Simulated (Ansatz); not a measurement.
# Which site? a vacancy of Sn in amorphous SnO2 (72 atoms): runs compared

Aim: make a vacancy of Sn at several sites of amorphous SnO2 (72 atoms), relax each, and compare their energies.

Computed with Ansatz 0.2.0: Kohn-Sham DFT, PBE, PAW (set soft_2), plane waves.

## Step 1: The cell as built

The cell holds 72 atoms: 24 Sn and 48 O. Its edges and angles: a = 9.851 Å, b = 9.851 Å, c = 9.851 Å, α = 90.0°, β = 90.0°, γ = 90.0°. 72 atoms (24 Sn, 48 O) placed at random at 6.03 g/cm³, melted at 5000 K for 10 ps at fixed volume with the Morse and Coulomb pair potential with partial charges (Pedone, Malavasi, Menziani, Cormack and Segre, J. Phys. Chem. B 110, 11780 (2006)). Quenched from 5000 K to 300 K at 50 K/ps and fixed volume, held 10 ps at zero pressure, then minimised at fixed cell.

What the set-up can't give: The quench rate of 50 K/ps is many orders above laboratory rates, so the cell is likely richer in defects and strain than a real sample. The network of bonds at the start is that of the classical potential that made the cell, and needn't be the one that DFT or experiment would give. The Brillouin zone is sampled at Γ only, in a cell whose shortest periodic width is 10 Å.

## Step 2: The reference run

The reference is a single point at the end of the relaxation.

Every defect cell starts from the geometry of this run and is relaxed in the fixed cell.

Its input, with most atom lines left out:

```yaml
crystal:
  lattice:
    - [9.85089, 0.0, 0.0]
    - [0.0, 9.85089, 0.0]
    - [0.0, 0.0, 9.85089]
  atoms:
    - { symbol: Sn, position: [0.72293, 0.67518, 0.33139] }
    - { symbol: Sn, position: [0.05066, 0.22032, 0.42231] }
    - { symbol: Sn, position: [0.51027, 0.1905, 0.08473] }
    - { symbol: Sn, position: [0.76844, 0.46599, 0.57536] }
    - { symbol: Sn, position: [0.23791, 0.69992, 0.35531] }
    - { symbol: Sn, position: [0.47036, 0.69886, 0.59036] }
    - { symbol: Sn, position: [0.988, 0.21785, 0.95313] }
    [... atom lines 8 to 72 left out ...]
kpoints:
  mp_grid: { grid: [1, 1, 1] }
hamiltonian:
  xc: pbe
scf:
  occupations: { method: fixed }
output:
  forces: true
  stress: true
  populations: intrinsic
  dos:
    method: { smearing: { sigma: 0.15 } }
    de: 0.1
    projected: { site_lists: { O: [O], Sn: [Sn] } }
  eigenvalues: true
  write_density: true
  write_potential: true
  volumetric_format: npy
  elf: true
```

| Item | Value |
| --- | --- |
| free energy per atom | -2386.0847 eV/atom |
| r.m.s. force component | 0.01038 eV/Å |
| pressure | 3.06 GPa |

Filled and empty levels are parted by 0.472 eV (at Γ alone); a semilocal functional tends to put such gaps too low. In a disordered cell it changes from sample to sample, and tail or defect levels can set it.

## Step 3: The runs

Each row is one run, on 4 threads of Intel Xeon Platinum 8259CL at 2.50GHz (Skylake/Cascade Lake), shared host. The free energy is the program's total, comparable only between runs with the same functional, potentials and atoms.

| run | atoms | outcome | ionic steps, all passes | free energy (eV) | time | host memory (GiB) |
| --- | --- | --- | --- | --- | --- | --- |
| Single point at the start | 72 | converged | - | -171794.938 | 12 s | 1.4 |
| Relaxation | 72 | converged | 11 | -171798.098 | 67 s | 1.4 |
| Single point at the relaxed geometry | 72 | converged | - | -171798.098 | 13 s | 1.5 |
| Vacancy of Sn, site Sn3 | 71 | converged | 14 | -165764.884 | 5.9 min | 2.3 |
| Vacancy of Sn, site Sn9 | 71 | converged | 12 | -165765.940 | 5.2 min | 2.3 |
| Vacancy of Sn, site Sn2 | 71 | converged | 10 | -165765.803 | 3.5 min | 2.3 |
| Vacancy of Sn, site Sn7 | 71 | converged | 18 | -165765.155 | 7.8 min | 2.3 |
| Vacancy of Sn, site Sn23 | 71 | converged | 16 | -165763.998 | 6.6 min | 2.3 |
| Vacancy of Sn, site Sn6 | 71 | converged | 19 | -165765.109 | 6.9 min | 2.3 |

The surroundings of site Sn9, the cheapest one, after relaxation: 10 atoms, nearest first, with positions taken from that point. Atoms keep their numbers of the cell before the removal, where the removed atom was number 9.

| atom | x | y | z | distance (Å) | bonds | moment (μB) |
| --- | --- | --- | --- | --- | --- | --- |
| O27 | 1.61 | -0.01 | -1.00 | 1.89 | 2 | 0.08 |
| O55 | 1.10 | -1.85 | 1.12 | 2.42 | 2 | 0.05 |
| O44 | -2.20 | 0.04 | 1.07 | 2.45 | 2 | 0.46 |
| O45 | -0.74 | -2.07 | -1.23 | 2.52 | 2 | 0.01 |
| O51 | -0.53 | 2.21 | -1.16 | 2.55 | 2 | 0.16 |
| O50 | 0.32 | 0.76 | 2.60 | 2.73 | 3 | 0.00 |
| Sn17 | 2.51 | -1.64 | -0.33 | 3.02 | 6 | 0.00 |
| O53 | -2.85 | 0.05 | -1.09 | 3.05 | 2 | 0.38 |
| O30 | 1.82 | 2.48 | 0.57 | 3.13 | 2 | 0.47 |
| Sn2 | -1.64 | 1.64 | 2.18 | 3.18 | 6 | 0.00 |

The column of bonds counts only the pairs O-Sn within 2.58 Å; other neighbours, such as metal atoms beside each other in a compound, aren't counted, and periodic images can show an atom twice.

## Step 4: The sites compared

All these cells hold the same atoms, so their energies can be compared with no chemical potential.

| site | neighbours | mean distance (Å) | atoms within 6 Å | energy over the best site (eV) | before relaxation (eV) | gain on relaxing (eV) | moment (μB) |
| --- | --- | --- | --- | --- | --- | --- | --- |
| Sn9 | O6 | 2.17 | 64 | 0.00 | 0.00 | 1.89 | 4.0 |
| Sn2 | O6 | 2.10 | 64 | 0.14 | 0.17 | 1.93 | 4.0 |
| Sn7 | O5 | 2.06 | 66 | 0.78 | 0.39 | 1.50 | 4.0 |
| Sn6 | O5 | 2.02 | 65 | 0.83 | 0.49 | 1.55 | 4.0 |
| Sn3 | O5 | 2.07 | 64 | 1.06 | 0.39 | 1.23 | 4.0 |
| Sn23 | O6 | 2.11 | 64 | 1.94 | 1.41 | 1.36 | 4.0 |

Neighbours are those of the relaxed host within 2.58 Å (O-Sn); other pairs aren't counted.

## Step 5: Findings

The cheapest site is Sn9 (6 neighbours, O6); the dearest, Sn23 (6 neighbours, O6), costs 1.9 eV more. By coordination the energies over the best site are 0.78 to 1.06 eV with 5 neighbours and 0.00 to 1.94 eV with 6 neighbours. Relaxation gains 1.2 to 1.9 eV and leaves the best site the same.

Caveats: Defects are neutral and interact with their images. The reference ran with fixed occupations, but 6 of the 6 defect cells with fermi-dirac smearing of 0.025 eV, spin polarised. In a disordered cell the relaxation can also rearrange atoms far from the site. In the spin-polarised runs the search for a state of lower energy was switched off. Only 6 of the 24 Sn sites were tried; unless symmetry makes the others alike to these, a cheaper one may exist. A local or semilocal functional tends to spread out the unpaired spin of such defects. The pressure of 3.1 GPa means that a free cell would grow at this level.

The DFT runs together took 37 min of wall time.

[Logs are printed without paths, hosts, clocks, repeated set-up lines and the standing remarks that a program may print on its own settings, such as how far it seeks lower states.]

[Hosts, paths, dates, database ids (printed as entryN), source tags and the programs' standing remarks are cut or masked in the printed files.]
